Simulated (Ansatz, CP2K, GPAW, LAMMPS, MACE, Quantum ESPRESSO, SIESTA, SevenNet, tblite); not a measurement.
**Amorphous 29Ga2O3-71GeO2 (mol %) (86 atoms), the geometry as built**

Calculated values (GPAW 26.7.0, Kohn-Sham DFT, PBE, PAW, atomic orbitals (dzp); LCAO dzp; h 0.18 Å; levels smeared at 580 K; far from plane-wave PBE on this cell, through basis, grid or potentials; Γ point; density 3.92 g/cm³) for the geometry as built.

Extended XYZ; positions in Å, forces in eV/Å:

```xyz
86
Lattice="10.944 0.000 0.000 0.000 10.944 0.000 0.000 0.000 10.944" Properties=species:S:1:pos:R:3:forces:R:3 pbc="T T T"
Ga 9.223 5.884 7.490 -0.272 -0.998 -0.062
Ga 0.419 10.528 5.546 0.317 -0.225 0.513
Ga 10.883 6.227 0.433 0.317 -0.399 -0.014
Ga 4.352 7.411 10.070 -0.231 -0.422 -0.130
Ga 6.214 6.941 1.160 0.529 0.723 -0.473
Ga 8.750 5.935 2.359 -0.437 0.175 0.050
Ga 10.066 8.764 3.271 -0.417 0.046 -0.166
Ga 6.784 8.053 7.733 -0.108 0.131 -1.120
Ga 3.036 7.879 2.047 -0.761 -0.145 0.556
Ga 2.893 5.202 0.565 -0.139 0.144 -1.216
Ga 1.060 8.861 10.856 0.067 -0.410 0.515
Ga 7.212 8.512 4.212 -0.120 0.782 0.183
Ga 8.963 8.750 10.883 -0.458 -0.434 1.078
Ga 0.529 7.586 6.436 -0.090 0.431 0.649
Ge 10.928 0.962 10.049 0.040 1.038 -1.227
Ge 5.731 4.413 9.925 -0.048 1.075 0.161
Ge 1.652 5.203 8.742 1.097 0.747 0.285
Ge 8.972 3.827 10.387 -0.469 0.055 -1.180
Ge 3.209 6.862 5.291 0.838 -0.936 -1.017
Ge 3.337 8.888 7.876 0.063 0.538 0.486
Ge 2.037 2.035 7.498 -0.662 -0.918 0.137
Ge 1.524 0.172 2.130 0.332 -0.453 1.141
Ge 9.474 3.488 4.782 -0.645 0.381 1.370
Ge 6.189 9.855 1.279 0.191 -0.430 0.048
Ge 0.990 5.178 3.476 0.004 0.420 -0.427
Ge 6.537 4.145 3.503 -0.443 -0.054 0.681
Ge 4.500 1.415 2.890 0.530 -0.590 0.825
Ge 5.859 5.124 6.700 -0.169 0.453 -0.095
Ge 4.746 0.651 6.237 0.382 -0.095 -0.374
Ge 8.156 0.352 5.620 -0.972 -0.588 -0.644
Ge 9.729 9.336 8.052 -0.054 0.122 -0.550
O 3.724 1.836 7.033 1.303 1.889 0.777
O 6.603 8.611 5.929 -0.940 0.363 1.027
O 4.190 6.706 1.081 0.106 -0.074 -0.197
O 6.254 8.610 2.551 -0.816 -1.906 1.414
O 3.076 6.081 9.303 1.768 0.576 0.528
O 5.385 0.261 1.929 -0.462 1.699 -0.184
O 8.381 10.150 4.292 0.303 -0.768 -1.787
O 0.502 9.412 7.345 1.260 -0.001 -0.574
O 3.511 7.663 3.828 1.270 1.663 -1.446
O 9.562 7.755 7.091 -0.076 -1.873 -0.899
O 9.835 2.307 10.211 -0.626 -0.346 0.243
O 4.886 8.116 8.327 1.591 -0.757 0.487
O 2.227 4.920 2.334 2.281 -1.078 -1.233
O 6.307 4.332 5.220 0.272 -1.185 0.722
O 7.227 3.707 10.459 -0.421 -2.094 1.182
O 9.191 10.540 6.806 1.372 0.745 0.423
O 1.881 3.730 7.876 0.418 -0.514 -1.451
O 2.596 8.880 9.462 -0.371 0.113 1.664
O 2.837 1.276 2.407 -0.076 2.345 -0.489
O 10.799 6.198 2.603 -2.289 1.572 -1.496
O 3.946 10.242 7.012 -0.025 0.295 -0.577
O 6.574 5.564 2.503 0.669 1.266 -0.794
O 1.265 1.336 8.930 0.758 -0.571 0.987
O 4.464 0.793 4.530 -0.736 -0.692 -0.399
O 2.638 7.896 6.590 -2.280 0.092 -0.125
O 9.469 4.814 0.798 1.198 0.941 2.079
O 5.482 2.875 3.007 -0.692 -0.242 -1.055
O 5.580 4.296 8.193 -1.009 -2.136 -1.111
O 1.109 4.920 10.388 -1.007 -1.044 2.658
O 6.523 0.636 6.194 -0.443 0.684 1.335
O 8.635 7.415 3.660 1.293 -0.281 0.034
O 10.244 10.336 9.548 -0.602 -1.130 1.172
O 5.349 8.819 0.165 -1.184 -1.695 -1.566
O 9.408 4.663 6.029 -0.086 1.272 1.407
O 8.160 8.822 8.893 -0.604 0.177 0.917
O 9.270 4.875 9.061 0.926 1.227 -1.397
O 0.665 6.153 7.710 -2.298 1.190 -1.714
O 0.046 3.849 4.017 0.872 -2.628 -0.305
O 1.714 6.028 4.842 -1.383 -0.116 2.142
O 7.780 10.022 0.734 2.797 1.610 -1.103
O 0.212 8.602 4.825 0.614 0.847 -0.001
O 4.315 4.076 10.834 -1.841 -1.759 1.460
O 0.542 10.842 3.529 -1.717 -0.301 1.720
O 10.441 8.891 1.424 -0.124 0.269 -0.703
O 5.958 6.143 10.227 0.395 2.892 0.292
O 8.172 7.202 0.887 -0.398 -0.784 0.253
O 10.528 7.685 10.085 -0.044 0.621 -0.034
O 7.141 6.187 7.255 2.016 1.313 0.740
O 1.702 7.175 0.749 0.262 -0.082 0.120
O 8.916 1.885 5.197 0.484 -0.179 -0.115
O 1.167 1.182 6.251 -0.958 -0.323 -2.013
O 0.722 0.486 0.610 -0.026 -0.251 -0.014
O 4.475 5.986 6.044 -0.059 -0.241 0.452
O 8.318 4.039 3.524 0.771 0.304 -2.058
O 2.294 9.589 1.679 0.506 -1.043 -1.725
```

The quench rate of 100 K/ps is many orders above laboratory rates, so the cell is likely richer in defects and strain than a real sample. The network of bonds at the start is that of the classical potential that made the cell, and needn't be the one that DFT or experiment would give. Only the Γ point is sampled, in a cell whose shortest periodic width is 11 Å.

The r.m.s. force component is 0.993 eV/Å; the longest force, 3.41 eV/Å, acts on O71.

[Logs are printed without paths, hosts, clocks, repeated set-up lines and the standing remarks that a program may print on its own settings, such as how far it seeks lower states.]

[Hosts, paths, dates, database ids (printed as entryN), source tags and the programs' standing remarks are cut or masked in the printed files.]
